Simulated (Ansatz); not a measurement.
# Decaying states in the gap of TeH3Cl, part 2 of 3

Aim: relax a made-up compound, TeH3Cl, and see how good a tunnel barrier it would be. It is built by putting Te for O in the H3ClO structure of space group R3m, with the volume rescaled by atomic radii. The parent structure comes from the Materials Project.

Ansatz 0.2.0; r2SCAN DFT, plane waves, PAW files (the session's first sound run).

So far, gap on the k-mesh (eV): step 3 (the bulk crystal and its band edges) 4.27.

The structure was built from a prototype and need not be the compound's stable phase.

**4. Complex bands, plane (110), k-mesh 8×8×8**

This step: r2SCAN DFT, plane waves, PAW files; complex bands by layer matching along the plane's normal (Ansatz 0.2.0).

The same crystal is laid in a cell whose first two vectors span the (110) plane (indices of the standard conventional cell, whose axes can be ordered otherwise than in the bulk input). At fixed energy and wavevector in the plane the solver finds all kz, real and complex. A few wavevectors are listed, (0, 0) and (-0.5, 0) in units of the plane's reciprocal vectors; the slowest state needn't be among them.

input.yaml

```yaml
crystal:
  lattice:
    - [4.620319979, 0.0, 0.0]
    - [-2.022939784, 6.924525771, 0.0]
    - [1.298690098, 3.462262886, 2.770107661]
  atoms:
    - { symbol: H, position: [0.5482870802, 0.2741435401, 0.4344034451] }
    - { symbol: H, position: [0.9826905253, 0.7085469852, 0.5655965549] }
    - { symbol: H, position: [0.9826905253, 0.2741435401, 0.0] }
    - { symbol: Cl, position: [0.8650851286, 0.9325425643, 0.0] }
    - { symbol: Te, position: [0.0292447206, 0.5146223603, 0.0] }
kpoints:
  mp_grid: { grid: [8, 8, 8] }
scf:
  occupations: { method: fixed }
hamiltonian:
  xc: r2scan
output:
  eigenvalues: true
  transmission:
    leads: [[0, 0]]
    kpoints: [[0.0, 0.0], [-0.5, 0.0]]
    e_range: [-1.0, 5.27]
    de: 0.1
```

The run is started by

```console
$ ansatz run input.yaml --threads 2 --pin off --max-ram 4096MiB --backend cpu --events-out ev --progress --plain --runs-dir out
```

Numbers of over 12 decimals in the logs are rounded to 6 here.

Output:

```text
[...]
Crystal: 5 atoms, lattice volume = 88.626 Å³
Basis set: ecut = 500 eV, 2257 PW (Γ), exchange–correlation on 144×216×144 points (64 copies of the dense FFT grid, shifted against one another)
Bands: 18, of which v1, the nominal top of the filled ones, is band 13 counted from 1 (12 counted from 0)
Symmetry: 6 space group operations
[...]
k-points: 65 of 512 (time reversal used)
[...]
SCF iter   1: F=—  HF=-8126.650532 eV  |F-HF|=—  |Δ(HF+E_count)|=         —  Δρ=5.52e-3  dr2=6.27e-2  dr2_τ=1.07e-2  ethr=1.77e-3  ⟨swp⟩=5.0  Hψ=5543  notcnv=0  defer=181
[...]
SCF iter   7: F=-8126.594951 eV  HF=-8126.594951 eV  |F-HF|=5.80e-9  |Δ(HF+E_count)|=   2.84e-7  Δρ=3.18e-6  dr2=6.02e-9  dr2_τ=6.16e-10  ethr=3.85e-10  ⟨swp⟩=10.0  Hψ=5766  notcnv=0
SCF 1 converged in 7 iterations: F = -8126.594951 eV  dr2 = 6.02e-9
[...]
transmission: 4 of 8 steps passed
transmission: 8 of 8 steps passed
SCF converged after 7 iterations
Free energy (F): -8126.594951 eV
[...]
Internal energy: -8126.594951 eV  (E = F + TS)
E sigma→0 (E₀):  -8126.594951 eV
Fermi energy:    1.708246 eV
[...]
--- Band table (eV; the first three rows and the last of 65) ---
  k-point 0: bands = [... 9 lower, -0.5188, 1.2087, 1.2416, 1.2416, 6.3738, 6.3738, 6.4729, 8.4882, ... 1 higher]
  k-point 1: bands = [... 9 lower, -0.5681, 0.7178, 0.9531, 1.3415, 6.4849, 6.8057, 7.2235, 8.8863, ... 1 higher]
  k-point 2: bands = [... 9 lower, -0.7738, 0.4198, 0.6054, 1.5026, 6.6578, 7.5817, 7.9851, 9.4691, ... 1 higher]
  k-point 64: bands = [... 9 lower, -1.7991, 0.0086, 0.0086, 0.8941, 7.5714, 7.5714, 7.8607, 10.6270, ... 1 higher]
--- Transmission ---
  basis      : 337 plane waves across, 4 finite elements along
  points     : 2, as listed
  energies   : 63 from -1.000000 to 5.200000 eV about the Fermi level, 0.100000 eV apart; the leads are filled to 2.134304 eV, and channels, transmission and decay are at 2.100000 eV
  crystal 0  : H3Cl1Te1, at the sites [0, 0], period 2.7701 Å: whole cells are its period
    offset         : up to 0.0000 Å between an atom of the period and one for which it stands
    channels       : 0.000000e0 a spin
    conductance    : none, the energies end too early or step too widely for 300 K: set another output.transmission.e_range or a lower de, or, where they end at an eighth of basis.ecutwfc, a higher one
    slowest decay  : 0.3140 /Å at (-0.5000, 0.0000)
```

Elapsed: 67 s, on 2 threads of Arm Neoverse V2, shared host; peak memory 1.2 GiB; 2.2 min of CPU time.

Numbers from this step:

- free energy: -8126.5950 eV
- level to which the leads are filled: 2.134 eV from the Fermi level
- decay constant at the filling level, zone centre: 0.3821 Å⁻¹
- decay constant at the filling level, slowest listed point: 0.314 Å⁻¹

K parallel (0, 0); values up to 1.5 1/Å, a degenerate pair printed once or twice; energies at which all values exceed this have no row. Table of Im kz of the slowest decaying states by energy, zero at the highest filled level on the SCF mesh:

```
energy (eV)  decay 1 (Å⁻¹)  decay 2 (Å⁻¹)  decay 3 (Å⁻¹)  decay 4 (Å⁻¹)
     -1.000          0.600          0.927           1.04           1.35
     -0.500          0.109          0.291          0.531          0.884
      0.000         0.0172          0.187          0.248          0.596
      0.500          0.322          0.336          0.618          0.643
      1.000          0.360          0.381          0.627          0.763
      1.500          0.379          0.406          0.629          0.704
      2.000          0.383          0.417          0.626          0.647
      2.500          0.374          0.416          0.585          0.616
      3.000          0.353          0.362          0.450          0.511
      3.500          0.306          0.316          0.441          0.593
      4.000          0.201          0.256          0.388          0.526
      4.500          0.144          0.257          0.273          0.375
      5.000          0.114          0.337          0.473          0.516
```

K parallel (-0.5, 0); values up to 1.5 1/Å, a degenerate pair printed once or twice; energies at which all values exceed this have no row. The Im kz of the slowest decaying states by energy, zero at the highest filled level on the SCF mesh:

| energy (eV) | decay 1 (Å⁻¹) | decay 2 (Å⁻¹) | decay 3 (Å⁻¹) | decay 4 (Å⁻¹) |
| --- | --- | --- | --- | --- |
| -1.000 | 0.620 | 1.11 | - | - |
| -0.500 | 0.205 | 0.317 | 1.00 | - |
| 0.000 | 0.00465 | 0.00466 | 0.190 | 0.772 |
| 0.500 | 0.223 | 0.289 | 0.814 | 1.43 |
| 1.000 | 0.278 | 0.353 | 0.817 | 1.38 |
| 1.500 | 0.304 | 0.398 | 0.804 | 1.34 |
| 2.000 | 0.314 | 0.429 | 0.780 | 1.29 |
| 2.500 | 0.310 | 0.449 | 0.747 | 1.24 |
| 3.000 | 0.292 | 0.460 | 0.705 | 1.19 |
| 3.500 | 0.253 | 0.459 | 0.655 | 1.14 |
| 4.000 | 0.170 | 0.433 | 0.597 | 1.09 |
| 4.500 | 0.335 | 0.538 | 1.03 | 1.19 |
| 5.000 | 0.212 | 0.474 | 0.960 | 1.13 |

At the listed wavevectors the last open channel is at -0.10 eV and the next at +4.30 eV on the grid. At +2.10 eV, the grid energy nearest the filling level (the middle of the gap on the SCF mesh), the slowest state at the listed wavevectors decays with κ = 0.314 Å⁻¹, its amplitude falling by e over 3.2 Å. Through 1 nm of this crystal that state's transmission falls by exp(−2 × 0.314 Å⁻¹ × 10 Å) = 0.0019.

**5. Decay over the two-dimensional zone**

The listed points could miss the slowest state, so one energy near mid-gap is solved on a mesh of 12×10.

Changes to input.yaml since step 4:

```diff
@@ -19,6 +19,2 @@
   eigenvalues: true
-  transmission:
-    leads: [[0, 0]]
-    kpoints: [[0.0, 0.0], [-0.5, 0.0]]
-    e_range: [-1.0, 5.27]
-    de: 0.1
+  transmission: { leads: [[0, 0]], kmesh: [12, 10], e_range: [2.13, 2.14], de: 0.05 }
```

Output:

```text
[...]
Crystal: 5 atoms, lattice volume = 88.626 Å³
Basis set: ecut = 500 eV, 2257 PW (Γ), exchange–correlation on 144×216×144 points (64 copies of the dense FFT grid, shifted against one another)
Bands: 18, of which v1, the nominal top of the filled ones, is band 13 counted from 1 (12 counted from 0)
Symmetry: 6 space group operations
[...]
k-points: 65 of 512 (time reversal used)
[...]
SCF iter   1: F=—  HF=-8126.650532 eV  |F-HF|=—  |Δ(HF+E_count)|=         —  Δρ=5.52e-3  dr2=6.27e-2  dr2_τ=1.07e-2  ethr=1.77e-3  ⟨swp⟩=5.0  Hψ=5543  notcnv=0  defer=181
[...]
SCF iter   7: F=-8126.594951 eV  HF=-8126.594951 eV  |F-HF|=5.80e-9  |Δ(HF+E_count)|=   2.84e-7  Δρ=3.18e-6  dr2=6.02e-9  dr2_τ=6.16e-10  ethr=3.85e-10  ⟨swp⟩=10.0  Hψ=5766  notcnv=0
SCF 1 converged in 7 iterations: F = -8126.594951 eV  dr2 = 6.02e-9
[...]
transmission: 32 of 248 steps passed
transmission: 64 of 248 steps passed
[...]
transmission: 248 of 248 steps passed
SCF converged after 7 iterations
Free energy (F): -8126.594951 eV
[...]
Internal energy: -8126.594951 eV  (E = F + TS)
E sigma→0 (E₀):  -8126.594951 eV
Fermi energy:    1.708246 eV
[...]
--- Band table (eV; the first three rows and the last of 65) ---
  k-point 0: bands = [... 9 lower, -0.5188, 1.2087, 1.2416, 1.2416, 6.3738, 6.3738, 6.4729, 8.4882, ... 1 higher]
  k-point 1: bands = [... 9 lower, -0.5681, 0.7178, 0.9531, 1.3415, 6.4849, 6.8057, 7.2235, 8.8863, ... 1 higher]
  k-point 2: bands = [... 9 lower, -0.7738, 0.4198, 0.6054, 1.5026, 6.6578, 7.5817, 7.9851, 9.4691, ... 1 higher]
  k-point 64: bands = [... 9 lower, -1.7991, 0.0086, 0.0086, 0.8941, 7.5714, 7.5714, 7.8607, 10.6270, ... 1 higher]
--- Transmission ---
  basis      : 337 plane waves across, 4 finite elements along
  points     : 62, standing for a mesh of 12 x 10
  energies   : 1 from 2.130000 to 2.130000 eV about the Fermi level; the leads are filled to 2.134304 eV, and channels, transmission and decay are at 2.130000 eV
  crystal 0  : H3Cl1Te1, at the sites [0, 0], period 2.7701 Å: whole cells are its period
[...]
channels       : 0.000000e0 a spin
    conductance    : none, crystal 0 has no channel at the energies, or these end too early or step too widely for 300 K: set another output.transmission.e_range or a lower de, or, where they end at an eighth of basis.ecutwfc, a higher one
    slowest decay  : 0.3095 /Å at (0.5000, 0.5000)
```

Wall time 2.4 min (2 threads); peak memory 1.1 GiB.

This step gave:

```yaml
least_decay_constant_on_the_mesh: 0.3095 Å⁻¹
```

Slowest decay constant (1/Å; 0 where a channel is open) over k1 and k2. At 2.1300 eV from the Fermi level.

Ten even steps from '_' (0.309) to '@' (0.401):
```
__**##%%%%%%@@@@%%%%####
__++##%%%%%%%%@@@@%%####
__==##%%%%%%%%%%%%%%##**
__==**%%%%####%%%%##**++
__++**##%%%%##%%%%##**++
__++**##%%%%####%%%%**==
__**##%%%%%%%%%%%%%%##==
__####%%@@@@%%%%%%%%##++
__####%%%%@@@@%%%%%%##**
__**##%%%%@@@@@@%%%%##**
```
Columns: k1 (b1) from -0.5 to 0.417; rows upwards: k2 (b2) from -0.5 to 0.4.

The least value on the mesh is 0.309 Å⁻¹ at +2.13 eV. At that energy the listed points give about 0.314 Å⁻¹ by interpolation, so the mesh holds no clearly slower state.

**6. Decaying states in the gap, plane (101), k-mesh 6×6×6**

The same for the (101) plane, at (0, 0), (-0.5, 0) and (-0.5, -0.5), to see how the decay depends on direction.

input.yaml

```yaml
crystal:
  lattice:
    - [4.620319979, 0.0, 0.0]
    - [1.298690098, 4.43404564, 0.0]
    - [1.298690098, 0.972874026, 4.326000101]
  atoms:
    - { symbol: H, position: [0.2741435401, 0.2741435401, 0.7085469852] }
    - { symbol: H, position: [0.2741435401, 0.7085469852, 0.2741435401] }
    - { symbol: H, position: [0.7085469852, 0.2741435401, 0.2741435401] }
    - { symbol: Cl, position: [0.9325425643, 0.9325425643, 0.9325425643] }
    - { symbol: Te, position: [0.5146223603, 0.5146223603, 0.5146223603] }
kpoints:
  mp_grid: { grid: [6, 6, 6] }
scf:
  occupations: { method: fixed }
hamiltonian:
  xc: r2scan
output:
  eigenvalues: true
  transmission:
    leads: [[0, 0]]
    kpoints: [[0.0, 0.0], [-0.5, 0.0], [-0.5, -0.5]]
    e_range: [-1.0, 5.27]
    de: 0.1
```

Output:

```text
[...]
Crystal: 5 atoms, lattice volume = 88.626 Å³
Basis set: ecut = 500 eV, 2257 PW (Γ), exchange–correlation on 144×144×144 points (64 copies of the dense FFT grid, shifted against one another)
Bands: 18, of which v1, the nominal top of the filled ones, is band 13 counted from 1 (12 counted from 0)
Symmetry: 6 space group operations
[...]
k-points: 32 of 216 (time reversal used)
[...]
SCF iter   1: F=—  HF=-8126.650581 eV  |F-HF|=—  |Δ(HF+E_count)|=         —  Δρ=5.52e-3  dr2=6.27e-2  dr2_τ=1.07e-2  ethr=1.77e-3  ⟨swp⟩=5.0  Hψ=2724  notcnv=0  defer=91
[...]
SCF iter   7: F=-8126.594946 eV  HF=-8126.594946 eV  |F-HF|=5.90e-9  |Δ(HF+E_count)|=   2.82e-7  Δρ=3.18e-6  dr2=5.99e-9  dr2_τ=6.10e-10  ethr=3.85e-10  ⟨swp⟩=9.9  Hψ=2889  notcnv=0
SCF 1 converged in 7 iterations: F = -8126.594946 eV  dr2 = 5.99e-9
[...]
transmission: 6 of 18 steps passed
transmission: 12 of 18 steps passed
transmission: 18 of 18 steps passed
SCF converged after 7 iterations
Free energy (F): -8126.594946 eV
[...]
Internal energy: -8126.594946 eV  (E = F + TS)
E sigma→0 (E₀):  -8126.594946 eV
Fermi energy:    1.708255 eV
[...]
--- Band table (eV; the first three rows and the last of 32) ---
  k-point 0: bands = [... 9 lower, -0.5188, 1.2088, 1.2416, 1.2416, 6.3738, 6.3738, 6.4729, 8.4882, ... 1 higher]
  k-point 1: bands = [... 9 lower, -0.5484, 0.8817, 0.9884, 1.2256, 6.5474, 6.5990, 7.0492, 8.8106, ... 1 higher]
  k-point 2: bands = [... 9 lower, -0.5653, 0.4937, 0.5598, 0.9185, 7.0764, 7.1277, 7.9570, 9.5752, ... 1 higher]
  k-point 31: bands = [... 9 lower, -1.7991, 0.0086, 0.0086, 0.8942, 7.5714, 7.5714, 7.8607, 10.6270, ... 1 higher]
--- Transmission ---
  basis      : 215 plane waves across, 6 finite elements along
  points     : 3, as listed
[...]
crystal 0  : H3Te1Cl1, at the sites [0, 0], period 4.3260 Å: whole cells are its period
[...]
channels       : 0.000000e0 a spin
[...]
slowest decay  : 0.3990 /Å at (-0.5000, 0.0000)
```

Wall time 32 s (2 threads); peak memory 0.75 GiB.

This step gave:

- free energy: -8126.5949 eV
- decay constant at the filling level, zone centre: 0.4641 Å⁻¹
- decay constant at the filling level, slowest listed point: 0.399 Å⁻¹

K parallel (0, 0); values up to 1.5 1/Å, a degenerate pair printed once or twice; energies at which all values exceed this have no row. Table of Im kz of the slowest decaying states by energy, zero at the highest filled level on the SCF mesh:

```
energy (eV)  decay 1 (Å⁻¹)  decay 2 (Å⁻¹)  decay 3 (Å⁻¹)  decay 4 (Å⁻¹)
      -1.00          0.544           1.12           1.22           1.35
      -0.80          0.556           1.11           1.20           1.33
      -0.50          0.568           1.10           1.17           1.30
      -0.30          0.180          0.182          0.574           1.09
       0.00          0.285          0.307          0.579           1.09
       0.20          0.329          0.354          0.581           1.09
       0.50          0.377          0.402          0.582           1.08
       0.70          0.401          0.425          0.582           1.06
       1.00          0.428          0.448          0.579           1.03
       1.20          0.442          0.458          0.577           1.01
       1.50          0.457          0.467          0.572          0.973
       1.70          0.464          0.469          0.569          0.951
       2.00          0.466          0.470          0.563          0.916
       2.20          0.461          0.471          0.559          0.891
       2.50          0.449          0.469          0.553          0.854
       2.70          0.438          0.465          0.548          0.828
       3.00          0.416          0.453          0.540          0.788
       3.20          0.399          0.442          0.533          0.760
       3.50          0.367          0.418          0.522          0.718
       3.70          0.341          0.395          0.513          0.689
       4.00          0.292          0.348          0.497          0.645
       4.20          0.250          0.303          0.486          0.617
       4.50          0.156          0.192          0.466          0.575
       4.70         0.0471          0.451          0.547          0.790
       5.00          0.425          0.506          0.758           1.36
       5.20          0.406          0.478          0.736           1.34
```

K parallel (-0.5, 0); values up to 1.5 1/Å, a degenerate pair printed once or twice; energies at which all values exceed this have no row. Im kz of the slowest decaying states against energy, zero at the highest filled level on the SCF mesh:

| energy (eV) | decay 1 (Å⁻¹) | decay 2 (Å⁻¹) | decay 3 (Å⁻¹) | decay 4 (Å⁻¹) |
| --- | --- | --- | --- | --- |
| -1.00 | 0.953 | 1.12 | - | - |
| -0.70 | 0.928 | 1.09 | - | - |
| -0.40 | 0.195 | 0.902 | 1.05 | - |
| -0.10 | 0.263 | 0.874 | 1.01 | 1.02 |
| 0.00 | 0.00578 | 0.307 | 0.864 | 0.983 |
| 0.20 | 0.200 | 0.375 | 0.844 | 0.944 |
| 0.60 | 0.314 | 0.473 | 0.801 | 0.878 |
| 0.90 | 0.356 | 0.529 | 0.765 | 0.835 |
| 1.20 | 0.381 | 0.574 | 0.728 | 0.796 |
| 1.50 | 0.395 | 0.605 | 0.699 | 0.760 |
| 1.80 | 0.401 | 0.616 | 0.690 | 0.728 |
| 2.10 | 0.399 | 0.615 | 0.693 | 0.698 |
| 2.40 | 0.391 | 0.606 | 0.670 | 0.696 |
| 2.70 | 0.376 | 0.591 | 0.643 | 0.698 |
| 3.00 | 0.354 | 0.571 | 0.616 | 0.698 |
| 3.30 | 0.324 | 0.545 | 0.590 | 0.695 |
| 3.60 | 0.281 | 0.515 | 0.563 | 0.689 |
| 4.00 | 0.190 | 0.463 | 0.525 | 0.677 |
| 4.30 | 0.414 | 0.494 | 0.665 | 0.755 |
| 4.60 | 0.348 | 0.461 | 0.651 | 0.732 |
| 4.90 | 0.0557 | 0.380 | 0.423 | 0.634 |
| 5.20 | 0.360 | 0.377 | 0.614 | 0.682 |

K parallel (-0.5, -0.5); values up to 1.5 1/Å, a degenerate pair printed once or twice; energies at which all values exceed this have no row. The Im kz of the slowest decaying states by energy, zero at the highest filled level on the SCF mesh:

| energy (eV) | decay 1 (Å⁻¹) | decay 2 (Å⁻¹) | decay 3 (Å⁻¹) | decay 4 (Å⁻¹) |
| --- | --- | --- | --- | --- |
| -1.000 | 0.218 | 0.470 | 1.39 | - |
| -0.500 | 0.164 | 0.431 | 1.34 | - |
| 0.000 | 0.00551 | 0.185 | 0.400 | 1.29 |
| 0.500 | 0.271 | 0.295 | 0.454 | 1.24 |
| 1.000 | 0.342 | 0.353 | 0.484 | 1.18 |
| 1.500 | 0.383 | 0.388 | 0.497 | 1.12 |
| 2.000 | 0.406 | 0.411 | 0.497 | 1.06 |
| 2.500 | 0.411 | 0.436 | 0.482 | 1.000 |
| 3.000 | 0.402 | 0.428 | 0.506 | 0.934 |
| 3.500 | 0.365 | 0.379 | 0.558 | 0.864 |
| 4.000 | 0.246 | 0.321 | 0.334 | 0.580 |
| 4.500 | 0.248 | 0.329 | 0.586 | 0.706 |
| 5.000 | 0.303 | 0.579 | 0.610 | 1.21 |

At the listed wavevectors the last open channel is at -0.10 eV and the next at +4.30 eV on the grid. At +2.10 eV, the grid energy nearest the filling level (the middle of the gap on the SCF mesh), the slowest state at the listed wavevectors decays with κ = 0.399 Å⁻¹, its amplitude falling by e over 2.5 Å; the first such run, plane (110), gave 0.314 Å⁻¹.

**7. Band edges at another level, cutoff 1230 eV**

This step: r2SCAN DFT, plane waves, norm-conserving files (Ansatz 0.2.0).

The edges again with norm-conserving files, at the same atoms. Against that run the cutoff is 1230 eV against 500.

input.yaml

```yaml
crystal:
  lattice:
    - [2.7701076609, 1.5993224037, 3.3340708013]
    - [-2.7701076609, 1.5993224037, 3.3340708013]
    - [0.0, -3.1986448074, 3.3340708013]
  atoms:
    - { symbol: H, position: [0.7085469852, 0.2741435401, 0.2741435401] }
    - { symbol: H, position: [0.2741435401, 0.2741435401, 0.7085469852] }
    - { symbol: H, position: [0.2741435401, 0.7085469852, 0.2741435401] }
    - { symbol: Cl, position: [-0.0674574357, -0.0674574357, -0.0674574357] }
    - { symbol: Te, position: [0.5146223603, 0.5146223603, 0.5146223603] }
kpoints:
  mp_grid: { grid: [6, 6, 6] }
  band_path: { path: [VBM, CBM], npoints: 30 }
scf:
  occupations: { method: fixed }
hamiltonian:
  xc: r2scan
  pseudopotentials: { kind: nc }
output:
  eigenvalues: true
```

Output:

```text
[...]
Crystal: 5 atoms, lattice volume = 88.626 Å³
Basis set: ecut = 1230 eV, 8647 PW (Γ)
Bands: 18, of which v1, the nominal top of the filled ones, is band 13 counted from 1 (12 counted from 0)
Symmetry: 6 space group operations
[...]
k-points: 32 of 216 (time reversal used)
[...]
SCF iter   1: F=—  HF=-3411.923228 eV  |F-HF|=—  |Δ(HF+E_count)|=         —  Δρ=4.68e-2  dr2=1.80e0  dr2_τ=5.51e-1  ethr=3.10e-3  ⟨swp⟩=11.5  Hψ=3843  notcnv=0  defer=97
[...]
SCF iter   8: F=-3411.498720 eV  HF=-3411.498720 eV  |F-HF|=1.38e-9  |Δ(HF+E_count)|=   2.18e-7  Δρ=2.63e-6  dr2=2.81e-9  dr2_τ=2.65e-9  ethr=3.85e-10  ⟨swp⟩=26.4  Hψ=7224  notcnv=0
SCF 1 converged in 8 iterations: F = -3411.498720 eV  dr2 = 2.81e-9
[...]
SCF converged after 8 iterations
Free energy (F): -3411.498720 eV
[...]
Internal energy: -3411.498720 eV  (E = F + TS)
E sigma→0 (E₀):  -3411.498720 eV
Fermi energy:    1.757138 eV
[...]
--- Band table (eV; the first three rows and the last of 32) ---
  k-point 0: bands = [... 9 lower, -0.4722, 1.2582, 1.2917, 1.2917, 6.4247, 6.4247, 6.5253, 8.5425, ... 1 higher]
  k-point 1: bands = [... 9 lower, -0.5021, 0.9321, 1.0387, 1.2756, 6.5987, 6.6497, 7.1009, 8.8649, ... 1 higher]
  k-point 2: bands = [... 9 lower, -0.5195, 0.5445, 0.6111, 0.9692, 7.1263, 7.1785, 8.0085, 9.6300, ... 1 higher]
  k-point 31: bands = [... 9 lower, -1.7524, 0.0599, 0.0599, 0.9451, 7.6209, 7.6209, 7.9120, 10.6776, ... 1 higher]
```

Elapsed: 60 s, on 2 threads; peak memory 0.57 GiB; 2 min of CPU time.

Numbers from this step:

* free energy: -3411.4987 eV
* Fermi energy: 1.757 eV
* gap on the k-mesh: 4.270 eV
* gap on path: 4.270 eV, by band count; negative where bands overlap
* direct gap on path: 4.270 eV

Levels at VBM (eV): -4.78, -4.78, -3.11, -0.60, -0.26, 0.00, 4.27, 4.91, 6.20, 7.11.

The searched edges give 4.27 eV, as on the mesh.

(Continued in part 3 of 3.)

[Logs are printed without paths, hosts, clocks, repeated set-up lines and the standing remarks that a program may print on its own settings, such as how far it seeks lower states.]

[Hosts, paths, dates, database ids (printed as entryN), source tags and the programs' standing remarks are cut or masked in the printed files.]
